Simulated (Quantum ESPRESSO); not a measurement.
# Na (Im-3m): electron-phonon coupling, part 2 of 3

Wanted: the coupling constant λ of Na (Im-3m) at ambient pressure.

Quantum ESPRESSO 7.5; DFT LDA, scalar-relativistic, plane waves, PseudoDojo norm-conserving pseudopotentials.

So far. Step 2 (A first look): No gap opens on this mesh, so smearing is kept; the start stands at -1.0 GPa. Step 4 (Ground state): The cell stands at 0.0030 GPa, close enough for phonons. The relaxed cell has a = 4.054 Å (conventional setting).

The database entry behind the starting cell differs from later determinations by our own check (0.1 to 0.3 % short, probably kX units), so it need not match the best structure at ambient conditions.

## (7) Linear response on the mesh

Linear response treats each wavevector in the unit cell, with no supercell; the 4×4×4 mesh fixes the range of the force constants to be had. The change of the potential is kept for the electron-phonon matrix elements.

ph.in reads:

```
phonons
&inputph
   prefix = 'x'
   outdir = './tmp'
   fildyn = 'x.dyn'
   tr2_ph = 1.0d-18
   alpha_mix(1) = 0.4
   nmix_ph = 8
   ldisp = .true.
   nq1 = 4
   nq2 = 4
   nq3 = 4
   electron_phonon = 'interpolated'
   fildvscf = 'dvscf'
   el_ph_sigma = 0.005
   el_ph_nsigma = 10
/
```

On the command line:

```sh
$ OMP_NUM_THREADS=1 mpirun -n 4 ph.x -nk 4 -in ph.in > ph.out
```

The log of the run:

```text
[banners, grids, parts of the stress and lines that vanish by symmetry left out]
[banner, memory and clock lines left out]
Program PHONON v.7.5

     ./tmp/x.save/

     IMPORTANT: XC functional enforced from input :
     Exchange-correlation= PW
                           (   1   4   0   0   0   0   0)
     Any further DFT definition will be discarded
     Please, verify this is what you really want

     G-vector sticks info

     Reading collected, re-writing distributed wavefunctions in ./tmp/

     Dynamical matrices for ( 4, 4, 4)  uniform grid of q-points
     (   8 q-points):
       N         xq(1)         xq(2)         xq(3)
       1   0.000000000   0.000000000   0.000000000
       2   0.216506351   0.216506351   0.000000000
[...]
Number and degeneracy of irreps per q-point
       N         xq(1)         xq(2)         xq(3)   N irreps
       1   0.000000000   0.000000000   0.000000000       1
        3
       2   0.216506351   0.216506351   0.000000000       3
     No degeneracy
[...]
No degeneracy
[...]
No degeneracy
[...]
3
[...]
1   2
       7  -0.866025404  -0.216506351  -0.216506351       3
     No degeneracy
       8  -0.866025404  -0.866025404  -0.866025404       1
        3

     Saving dvscf to file. Distribute only q points, not irreducible representations.

     Calculation of q =    0.0000000   0.0000000   0.0000000

     phonons

     bravais-lattice index     =            0
     lattice parameter (alat)  =       6.6350  a.u.
     unit-cell volume          =     224.8575 (a.u.)^3
     number of atoms/cell      =            1
     number of atomic types    =            1
     kinetic-energy cut-off    =      88.0000  Ry
     charge density cut-off    =     352.0000  Ry
     convergence threshold     =      1.0E-18
     beta                      =       0.4000
     number of iterations used =            8
     Exchange-correlation= PW
                           (   1   4   0   0   0   0   0)

     celldm(1)=    6.63503  celldm(2)=    0.00000  celldm(3)=    0.00000
     celldm(4)=    0.00000  celldm(5)=    0.00000  celldm(6)=    0.00000

     crystal axes: (cart. coord. in units of alat)
               a(1) = ( -0.5774  0.5774  0.5774 )
               a(2) = (  0.5774 -0.5774  0.5774 )
               a(3) = (  0.5774  0.5774 -0.5774 )

     reciprocal axes: (cart. coord. in units 2 pi/alat)
               b(1) = ( -0.0000  0.8660  0.8660 )
               b(2) = (  0.8660 -0.0000  0.8660 )
               b(3) = (  0.8660  0.8660  0.0000 )

     Atoms inside the unit cell:

     Cartesian axes

     site n.  atom      mass           positions (alat units)
        1  Na     22.9898   tau(    1) = (    0.00000    0.00000    0.00000  )

     Computing dynamical matrix for
                    q = (   0.0000000   0.0000000   0.0000000 )

     49 Sym.Ops. (with q -> -q+G )

     G cutoff =  392.5267  (  25003 G-vectors)     FFT grid: ( 40, 40, 40)

     number of k points=    72  Marzari-Vanderbilt smearing, width (Ry)=  0.0200

     PseudoPot. # 1 for Na read from file:
     ./pseudo/Na.upf
     Pseudo is Norm-conserving, Zval =  9.0

     Mode symmetry, O_h (m-3m)  point group:

     Atomic displacements:
     There are    1 irreducible representations

     Representation     1      3 modes -  To be done

     Alpha used in Ewald sum =   2.8000

     Representation #   1 modes #   1   2   3

     Self-consistent Calculation
      iter #   1   av.it.:   7.3
      thresh= 1.000E-02 alpha_mix =  0.400 |ddv_scf|^2 =  1.615E-06
      iter #   2   av.it.:  10.5
      thresh= 1.271E-04 alpha_mix =  0.400 |ddv_scf|^2 =  3.448E-07
[...]
End of self-consistent calculation

     Convergence has been achieved

     Number of q in the star =    1
     List of q in the star:
[...]
Diagonalizing the dynamical matrix

     q = (    0.000000000   0.000000000   0.000000000 )

 **************************************************************************
     freq (    1) =       0.319286 [THz] =      10.650242 [cm-1]
     freq (    2) =       0.319286 [THz] =      10.650242 [cm-1]
     freq (    3) =       0.319286 [THz] =      10.650242 [cm-1]
 **************************************************************************

     Mode symmetry, O_h (m-3m)  point group:

     freq (   1-   3) =         10.7  [cm-1]   --> T_1u G_15  G_4- I
     Electron-phonon interaction  ...

     [... narrower broadenings left out ...]
     Gaussian Broadening:   0.020 Ry, ngauss=   0
     DOS =  3.011910 states/spin/Ry/Unit Cell at Ef=  1.977447 eV
     lambda(    1)=  0.0000   gamma=    0.00 GHz
     lambda(    2)=  0.0000   gamma=    0.00 GHz
     lambda(    3)=  0.0000   gamma=    0.00 GHz
     [... wider broadenings left out ...]

     Number of q in the star =    1
     List of q in the star:
[...]
Calculation of q =    0.2165064   0.2165064   0.0000000
     [... set-up and bands at k+q left out ...]

     Mode symmetry, C_2v (mm2)  point group:

     Atomic displacements:
     There are    3 irreducible representations

     Representation     1      1 modes -  To be done

[...]
Message from routine init_vloc:
     Interpolation table for Vloc re-allocated

     Alpha used in Ewald sum =   2.8000

     Representation #   1 mode #   1

     Self-consistent Calculation

[...]
[... iterations left out ...]
[...]
End of self-consistent calculation

     Convergence has been achieved

     Representation #   2 mode #   2

[...]
[... iterations left out ...]
[...]
Convergence has been achieved

[...]
Convergence has been achieved

[...]
Diagonalizing the dynamical matrix

     q = (    0.216506351   0.216506351   0.000000000 )

[...]
freq (    1) =       0.708059 [THz] =      23.618303 [cm-1]
     freq (    2) =       1.971594 [THz] =      65.765291 [cm-1]
     freq (    3) =       2.922404 [THz] =      97.480894 [cm-1]
[...]
Mode symmetry, C_2v (mm2)  point group:

     freq (   1-   1) =         23.6  [cm-1]   --> B_1  D_3  S_3
     freq (   2-   2) =         65.8  [cm-1]   --> B_2  D_4  S_4
     freq (   3-   3) =         97.5  [cm-1]   --> A_1  D_1  S_1
     Electron-phonon interaction  ...

     [... narrower broadenings left out ...]
     Gaussian Broadening:   0.020 Ry, ngauss=   0
     DOS =  3.011910 states/spin/Ry/Unit Cell at Ef=  1.977447 eV
     lambda(    1)=  0.0049   gamma=    0.01 GHz
     lambda(    2)=  0.0013   gamma=    0.01 GHz
     lambda(    3)=  0.1774   gamma=    4.36 GHz
     [... wider broadenings left out ...]

[...]
[... set-up and bands at k+q left out ...]

     Mode symmetry, D_2h (mmm)  point group:

[...]
Convergence has been achieved

[...]
Convergence has been achieved

[...]
Convergence has been achieved

[...]
q = (   -0.433012702  -0.433012702   0.000000000 )

[...]
freq (    1) =       0.939962 [THz] =      31.353756 [cm-1]
     freq (    2) =       2.767211 [THz] =      92.304214 [cm-1]
     freq (    3) =       4.109414 [THz] =     137.075300 [cm-1]
[...]
Mode symmetry, D_2h (mmm)  point group:

     freq (   1-   1) =         31.4  [cm-1]   --> B_2u
     freq (   2-   2) =         92.3  [cm-1]   --> B_1u
     freq (   3-   3) =        137.1  [cm-1]   --> B_3u
[...]
lambda(    1)=  0.0032   gamma=    0.01 GHz
     lambda(    2)=  0.0013   gamma=    0.03 GHz
     lambda(    3)=  0.1237   gamma=    6.01 GHz
[...]
Mode symmetry, C_s (m)     point group:

[...]
Convergence has been achieved

[...]
Convergence has been achieved

[...]
Convergence has been achieved

[...]
q = (    0.433012702   0.216506351   0.216506351 )

[...]
freq (    1) =       1.698799 [THz] =      56.665824 [cm-1]
     freq (    2) =       2.947680 [THz] =      98.324034 [cm-1]
     freq (    3) =       3.810924 [THz] =     127.118755 [cm-1]
[...]
Mode symmetry, C_s (m)     point group:

     freq (   1-   1) =         56.7  [cm-1]   --> A'
     freq (   2-   2) =         98.3  [cm-1]   --> A''
     freq (   3-   3) =        127.1  [cm-1]   --> A'
[...]
lambda(    1)=  0.0132   gamma=    0.11 GHz
     lambda(    2)=  0.0488   gamma=    1.22 GHz
     lambda(    3)=  0.1201   gamma=    5.02 GHz
[...]
Mode symmetry, T_d (-43m)  point group:

[...]
Representation #   1 modes #   1   2   3

[...]
Convergence has been achieved

[...]
q = (    0.433012702   0.433012702   0.433012702 )

[...]
freq (    1) =       3.123624 [THz] =     104.192893 [cm-1]
     freq (    2) =       3.123624 [THz] =     104.192893 [cm-1]
     freq (    3) =       3.123624 [THz] =     104.192893 [cm-1]
[...]
Mode symmetry, T_d (-43m)  point group:

     freq (   1-   3) =        104.2  [cm-1]   --> T_2  G_15 P_4
[...]
lambda(    1)=  0.0873   gamma=    2.45 GHz
     lambda(    2)=  0.0896   gamma=    2.51 GHz
     lambda(    3)=  0.0910   gamma=    2.55 GHz
[...]
Mode symmetry, C_4v (4mm)  point group:

[...]
Convergence has been achieved

     Representation #   2 modes #   2   3

[...]
Convergence has been achieved

[...]
q = (    0.000000000   0.000000000   0.433012702 )

[...]
freq (    1) =       2.806119 [THz] =      93.602061 [cm-1]
     freq (    2) =       2.806119 [THz] =      93.602061 [cm-1]
     freq (    3) =       2.959193 [THz] =      98.708061 [cm-1]
[...]
Mode symmetry, C_4v (4mm)  point group:

     freq (   1-   2) =         93.6  [cm-1]   --> E    G_5 D_5
     freq (   3-   3) =         98.7  [cm-1]   --> A_1  G_1 D_1
[...]
lambda(    1)=  0.0045   gamma=    0.10 GHz
     lambda(    2)=  0.0045   gamma=    0.10 GHz
     lambda(    3)=  0.1981   gamma=    4.99 GHz
[...]
Calculation of q =   -0.8660254  -0.2165064  -0.2165064
     [... set-up and bands at k+q left out ...]

     Mode symmetry, C_2v (mm2)  point group:

     Atomic displacements:
     There are    3 irreducible representations

[...]
Representation     3      1 modes -  To be done

     Alpha used in Ewald sum =   2.8000

[...]
Convergence has been achieved

     Representation #   2 mode #   2

[...]
Convergence has been achieved

     Representation #   3 mode #   3

     Self-consistent Calculation

[...]
[... iterations left out ...]
[...]
End of self-consistent calculation

     Convergence has been achieved

[...]
Diagonalizing the dynamical matrix

     q = (   -0.866025404  -0.216506351  -0.216506351 )

[...]
freq (    1) =       2.730768 [THz] =      91.088625 [cm-1]
     freq (    2) =       3.415685 [THz] =     113.934983 [cm-1]
     freq (    3) =       3.995097 [THz] =     133.262093 [cm-1]
[...]
Mode symmetry, C_2v (mm2)  point group:

     freq (   1-   1) =         91.1  [cm-1]   --> A_1  D_1  S_1
     freq (   2-   2) =        113.9  [cm-1]   --> B_1  D_3  S_3
     freq (   3-   3) =        133.3  [cm-1]   --> B_2  D_4  S_4
     Electron-phonon interaction  ...

     [... narrower broadenings left out ...]
     Gaussian Broadening:   0.020 Ry, ngauss=   0
     DOS =  3.011910 states/spin/Ry/Unit Cell at Ef=  1.977447 eV
     lambda(    1)=  0.0487   gamma=    1.04 GHz
     lambda(    2)=  0.0108   gamma=    0.36 GHz
     lambda(    3)=  0.0841   gamma=    3.86 GHz
     [... wider broadenings left out ...]

[...]
Calculation of q =   -0.8660254  -0.8660254  -0.8660254
     [... set-up and bands at k+q left out ...]

     Mode symmetry, O_h (m-3m)  point group:

     Atomic displacements:
     There are    1 irreducible representations

     Representation     1      3 modes -  To be done

     Message from routine init_vloc:
     Interpolation table for Vloc re-allocated

     Alpha used in Ewald sum =   2.8000

     Representation #   1 modes #   1   2   3

     Self-consistent Calculation

      iter #   1   av.it.:   7.7
      thresh= 1.000E-02 alpha_mix =  0.400 |ddv_scf|^2 =  3.113E-06

      [... iterations left out ...]
      iter #   8   av.it.:  12.1
      thresh= 1.641E-09 alpha_mix =  0.400 |ddv_scf|^2 =  3.798E-19

     End of self-consistent calculation

     Convergence has been achieved

     Number of q in the star =    1
     List of q in the star:
          1  -0.866025404  -0.866025404  -0.866025404

     Diagonalizing the dynamical matrix

     q = (   -0.866025404  -0.866025404  -0.866025404 )

 **************************************************************************
     freq (    1) =       3.923695 [THz] =     130.880365 [cm-1]
     freq (    2) =       3.923695 [THz] =     130.880365 [cm-1]
     freq (    3) =       3.923695 [THz] =     130.880365 [cm-1]
 **************************************************************************

     Mode symmetry, O_h (m-3m)  point group:

     freq (   1-   3) =        130.9  [cm-1]   --> T_1u G_15  G_4-
     Electron-phonon interaction  ...

     [... narrower broadenings left out ...]
     Gaussian Broadening:   0.020 Ry, ngauss=   0
     DOS =  3.011910 states/spin/Ry/Unit Cell at Ef=  1.977447 eV
     lambda(    1)=  0.0249   gamma=    1.10 GHz
     lambda(    2)=  0.0247   gamma=    1.09 GHz
     lambda(    3)=  0.0245   gamma=    1.08 GHz
     [... wider broadenings left out ...]

     Number of q in the star =    1
     List of q in the star:
          1  -0.866025404  -0.866025404  -0.866025404


[key lines of the parts left out:]
the Fermi energy is     1.9534 ev
```

The job ended after 68 min (4 MPI ranks of Intel Xeon at 2.50GHz (Skylake/Cascade Lake), shared host).

Numbers from this step:

* largest acoustic frequency at the zone centre before the sum rule: 10.65 cm⁻¹
* lowest mode on the q mesh (acoustic ones at the zone centre apart): 23.62 cm⁻¹

Frequencies (cm⁻¹) at each irreducible wavevector; negative means imaginary. Frequencies by wavevector:

```
  q (fractions)  star  mode 1  mode 2  mode 3
          0 0 0     1   10.65   10.65   10.65
       0 0 0.25    12   23.62   65.77   97.48
       0 0 -0.5     6   31.35    92.3   137.1
    0 0.25 0.25    24   56.67   98.32   127.1
 0.25 0.25 0.25     2   104.2   104.2   104.2
0.25 0.25 -0.25     6    93.6    93.6   98.71
 0.25 -0.5 -0.5    12   91.09   113.9   133.3
 -0.5 -0.5 -0.5     1   130.9   130.9   130.9
```

Couplings of single modes at a Gaussian broadening of 0.02 Ry, as ph.x prints them; it sets λ to zero for modes under 20 cm⁻¹. Mode couplings:

```
  q (fractions)  mode  frequency (cm⁻¹)       λ  linewidth γ (GHz)
       0 0 0.25     1             23.62  0.0049               0.01
       0 0 0.25     2             65.77  0.0013               0.01
       0 0 0.25     3             97.48  0.1774               4.36
       0 0 -0.5     1             31.35  0.0032               0.01
       0 0 -0.5     2              92.3  0.0013               0.03
       0 0 -0.5     3             137.1  0.1237               6.01
    0 0.25 0.25     1             56.67  0.0132               0.11
    0 0.25 0.25     2             98.32  0.0488               1.22
    0 0.25 0.25     3             127.1  0.1201               5.02
 0.25 0.25 0.25     1             104.2  0.0873               2.45
 0.25 0.25 0.25     2             104.2  0.0896               2.51
 0.25 0.25 0.25     3             104.2   0.091               2.55
0.25 0.25 -0.25     1              93.6  0.0045                0.1
0.25 0.25 -0.25     2              93.6  0.0045                0.1
0.25 0.25 -0.25     3             98.71  0.1981               4.99
 0.25 -0.5 -0.5     1             91.09  0.0487               1.04
 0.25 -0.5 -0.5     2             113.9  0.0108               0.36
 0.25 -0.5 -0.5     3             133.3  0.0841               3.86
 -0.5 -0.5 -0.5     1             130.9  0.0249                1.1
 -0.5 -0.5 -0.5     2             130.9  0.0247               1.09
 -0.5 -0.5 -0.5     3             130.9  0.0245               1.08
```

The acoustic modes at Γ come out as far as 10.7 cm⁻¹ from zero, where they should vanish, a sizeable error of basis and grid.

## (8) Force constants in real space

The dynamical matrices of the mesh are Fourier-transformed to force constants in real space.

q2r.in reads:

```
&input
   fildyn = 'x.dyn'
   zasr = 'crystal'
   flfrc = 'x.fc'
   la2F = .true.
/
```

On the command line:

```sh
$ q2r.x < q2r.in > q2r.out
```

The log of the run:

```text
[banners, grids, parts of the stress and lines that vanish by symmetry left out]
[banner, memory and clock lines left out]
Program Q2R v.7.5

  reading grid info from file x.dyn0

  reading force constants from file x.dyn1
  Dielectric Tensor not found
  nqs=            1
 q=   0.00000000  0.00000000  0.00000000
  reading force constants from file x.dyn2
  nqs=           12
 q=   0.21650635  0.21650635  0.00000000
[...]
reading force constants from file x.dyn7
  nqs=           12
[...]
q=  -0.21650635  0.21650635  0.86602540
  reading force constants from file x.dyn8
  nqs=            1
 q=  -0.86602540 -0.86602540 -0.86602540

      q-space grid ok, #points =   64

      fft-check success (sum of imaginary terms < 10^-12)

   Preparing gamma for a2F

 Broadening =      0.005
      q-space grid ok, #points =   64

      fft-check success (sum of imaginary terms < 10^-12)

 Broadening =      0.010
[...]
Broadening =      0.045
      q-space grid ok, #points =   64

      fft-check success (sum of imaginary terms < 10^-12)

 Broadening =      0.050
      q-space grid ok, #points =   64

      fft-check success (sum of imaginary terms < 10^-12)
```

Elapsed: 0.92 s, on 1 thread.

(Continued in part 3 of 3.)

[Host names and launcher messages were left out of these logs when they were recorded.]

[Logs are printed without paths, hosts, clocks, repeated set-up lines and the standing remarks that a program may print on its own settings, such as how far it seeks lower states.]

[Hosts, paths, dates, database ids (printed as entryN), source tags and the programs' standing remarks are cut or masked in the printed files.]
